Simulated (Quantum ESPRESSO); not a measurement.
# MnSe: spin spirals in supercells, part 2 of 2

Aim: the energy of flat spin spirals of MnSe that close within a few cells.

Quantum ESPRESSO 7.5; LDA; plane waves with GBRV 1.5 LDA potentials, no spin-orbit coupling, flat spiral in a supercell.

So far, absolute magnetization (μB): step 2 (parallel moments, one cell) 4.54.

The database entry behind the starting cell differs from later determinations by our own check (about 0.4 % short), so it need not match the best structure at ambient conditions.

## Step 5: One turn in 4 cells along the input cell's a

Neighbouring cells are turned by 90° in the xy plane; the cell holds 8 atoms.

File pw.in:

```
&CONTROL
  calculation = 'scf'
  prefix = 'pwscf'
  outdir = './tmp'
  pseudo_dir = './pseudo'
  disk_io = 'nowf'
/
&SYSTEM
  ibrav = 0
  celldm(1) = 8
  nat = 8
  ntyp = 8
  ecutwfc = 34
  ecutrho = 238
  nbnd = 110
  occupations = 'smearing'
  smearing = 'fd'
  degauss = 0.00367493
  noncolin = .true.
  starting_magnetization(1) = 0.3
  angle1(1) = 90
  angle2(1) = 0
  starting_magnetization(2) = 0.3
  angle1(2) = 90
  angle2(2) = 90
  starting_magnetization(3) = 0.3
  angle1(3) = 90
  angle2(3) = 180
  starting_magnetization(4) = 0.3
  angle1(4) = 90
  angle2(4) = -90
  starting_magnetization(5) = 0
  starting_magnetization(6) = 0
  starting_magnetization(7) = 0
  starting_magnetization(8) = 0
/
&ELECTRONS
  conv_thr = 1.6d-08
  electron_maxstep = 150
  mixing_beta = 0.3
/
ATOMIC_SPECIES
Mn1    54.9380 mn_lda_v1.5.uspp.F.UPF
Mn2    54.9380 mn_lda_v1.5.uspp.F.UPF
Mn3    54.9380 mn_lda_v1.5.uspp.F.UPF
Mn4    54.9380 mn_lda_v1.5.uspp.F.UPF
Se1    78.9710 se_lda_v1.uspp.F.UPF
Se2    78.9710 se_lda_v1.uspp.F.UPF
Se3    78.9710 se_lda_v1.uspp.F.UPF
Se4    78.9710 se_lda_v1.uspp.F.UPF
CELL_PARAMETERS alat
   0.0000000000000    2.5700275294910    2.5700275294910
   0.6425068823728    0.0000000000000    0.6425068823728
   0.6425068823728    0.6425068823728    0.0000000000000
ATOMIC_POSITIONS crystal
Mn1     0.0000000000    0.0000000000    0.0000000000
Mn2     0.2500000000    0.0000000000    0.0000000000
Mn3     0.5000000000    0.0000000000    0.0000000000
Mn4     0.7500000000    0.0000000000    0.0000000000
Se1     0.1250000000    0.5000000000    0.5000000000
Se2     0.3750000000    0.5000000000    0.5000000000
Se3     0.6250000000    0.5000000000    0.5000000000
Se4     0.8750000000    0.5000000000    0.5000000000
K_POINTS automatic
3 6 6 0 0 0
```

Launch:

```sh
OMP_NUM_THREADS=1 mpirun -n 2 pw.x -nk 2 -in pw.in > pw.out
```

What it wrote:

```text
     [... lines left out ...]
Program PWSCF v.7.5 starts
     [... lines left out ...]
     number of atoms/cell      =            8
     [... lines left out ...]
     number of electrons       =        84.00
     number of Kohn-Sham states=          110
     kinetic-energy cutoff     =      34.0000  Ry
     charge density cutoff     =     238.0000  Ry
     scf convergence threshold =      1.6E-08
     [... lines left out ...]
     Noncollinear calculation without spin-orbit
     [... lines left out ...]
     No symmetry found
     [... lines left out ...]
     number of k points=   108  Fermi-Dirac smearing, width (Ry)=  0.0037
     [... lines left out ...]
     iteration # 15     ecut=    34.00 Ry     beta= 0.30
     [... lines left out ...]
     atom number    1 relative position :    0.0000   0.0000   0.0000
     [... lines left out ...]
     magnetization :          4.136374    0.000261    0.000028
     [... lines left out ...]
     atom number    2 relative position :    0.0000   0.6425   0.6425
[...]
magnetization :          0.000212    4.136371    0.000012
[...]
atom number    3 relative position :    0.0000   1.2850   1.2850
[...]
magnetization :         -4.136349   -0.000258    0.000015
[...]
atom number    4 relative position :    0.0000   1.9275   1.9275
[...]
magnetization :         -0.000289   -4.136362    0.000027
     [... lines left out ...]
     atom number    5 relative position :    0.6425   0.6425   0.6425
     [... lines left out ...]
     magnetization :          0.049493    0.049494    0.000001
     [... lines left out ...]
     atom number    6 relative position :    0.6425   1.2850   1.2850
     [... lines left out ...]
     magnetization :         -0.049491    0.049486    0.000000
     [... lines left out ...]
     atom number    7 relative position :    0.6425   1.9275   1.9275
     [... lines left out ...]
     magnetization :         -0.049497   -0.049494    0.000001
     [... lines left out ...]
     atom number    8 relative position :    0.6425   2.5700   2.5700
     [... lines left out ...]
     magnetization :          0.049486   -0.049488    0.000001
     [... lines left out ...]
     the Fermi energy is     9.2257 ev
!    total energy              =   -1017.52638042 Ry
     estimated scf accuracy    <          2.6E-09 Ry
     smearing contrib. (-TS)   =      -0.00130048 Ry
     [... lines left out ...]
     total magnetization       =    -0.00     0.00     0.00 Bohr mag/cell
     absolute magnetization    =    17.95 Bohr mag/cell
     convergence has been achieved in  15 iterations
```

Elapsed: 11 min, on 2 MPI ranks of AMD EPYC 9R45, shared host; peak memory 1.9 GiB; 22 min of CPU time.

Read from the output:

| Property | Result |
| --- | --- |
| smearing term TS | 0.01769 eV |
| magnetization | 0, 0, 0 μB |
| absolute magnetization | 17.95 μB |
| final state | non-collinear |
| largest moment | 4.136 μB |

## Step 6: The spirals together

Spirals:

```
q along the reciprocal vector  energy less that at q = 0 (meV a seeded atom)  largest site moment (μB)  typed angles kept  CPU time (s)
                            0                                              0                     4.122                yes         44.14
                         0.25                                         -54.54                     4.136                yes          1296
                       0.3333                                         -73.27                     4.137                yes         798.6
                          0.5                                         -89.18                     4.131                yes           249
```

The energy less that at q = 0, self-consistent by path:

```
path (Å⁻¹)  energy less that at q = 0, self-consistent (meV a seeded atom)
     0.000                                                               0
     0.500                                                           -54.5
     0.667                                                           -73.3
     1.000                                                           -89.2
```

## Step 7: Outcome

```yaml
lowest_point: q = 0.5 along a*, -89.2 meV a seeded atom
highest_point: q = 0, 0 meV a seeded atom
```

**Reading.** The state at q = 0.5 lies 89 meV a seeded atom under the parallel one, with neighbouring cells opposed. The moment changes by 0.36 % between the spirals. The cell of 4 repeats took 29 times the CPU time of the single cell, though its mesh is shorter in proportion. Here a and a* are vectors of the cell in the input, which need not be the conventional cell, and only this direction was probed. The mesh is coarse, so differences of some ten meV can be noise in a metal. The cutoff lies under the 40 Ry that these files are usually run at.

[Logs and program files are shortened in this print: banners, set-up blocks, solver, clock and traceback lines can be left out without a mark of their own.]

[Logs are printed without paths, hosts, clocks, repeated set-up lines and the standing remarks that a program may print on its own settings, such as how far it seeks lower states.]

[Hosts, paths, dates, database ids (printed as entryN), source tags and the programs' standing remarks are cut or masked in the printed files.]

[Where a cell is said to come from a database of computed structures, the database is the Materials Project.]
